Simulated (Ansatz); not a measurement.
Rows from a G0W0 calculation on SrWO4 (I4_1/a) (Ansatz 0.2.0; G0W0 on LDA, plane waves, PAW; 4×4×4 mesh, 968 empty bands, screening to 180 eV), in eV. Spin-orbit coupling is left out.

```
row  k  band   start       Σx  Σc at the solution      Vxc
  A  Γ    c4  11.187  -16.189              -4.279  -21.971
  B  Γ    v1   6.167  -25.752               4.097  -20.842
  C  Γ    c2  10.872  -15.319              -4.368  -21.138
  D  Γ    c3  11.103  -15.334              -4.254  -21.045
  E  Γ    c1  10.502  -14.951              -4.426  -20.823
  F  Γ    v3   5.856  -25.395               4.096  -20.470
```

Work out each quasiparticle level and how far it moved.

The quasiparticle equation reads E = start + Σx + Σc(E) − Vxc.

```
row  E (eV)  shift (eV)
  A  12.690      +1.503
  B   5.354      −0.813
  C  12.322      +1.451
  D  12.560      +1.457
  E  11.948      +1.446
  F   5.026      −0.830
```

Limits: not at the basis limit; no spin-orbit coupling.

[Paths, hosts, dates, memory and timing lines, banners, echoed tables and standing remarks are left out of the program output.]

[Logs are printed without paths, hosts, clocks, repeated set-up lines and the standing remarks that a program may print on its own settings, such as how far it seeks lower states.]

[Runs of the session that timed out or met a known fault of the program may be left out.]

[Cells called generated may have been cut or substituted from an entry of the Crystallography Open Database or the Materials Project.]

[Hosts, paths, dates, database ids (printed as entryN), source tags and the programs' standing remarks are cut or masked in the printed files.]
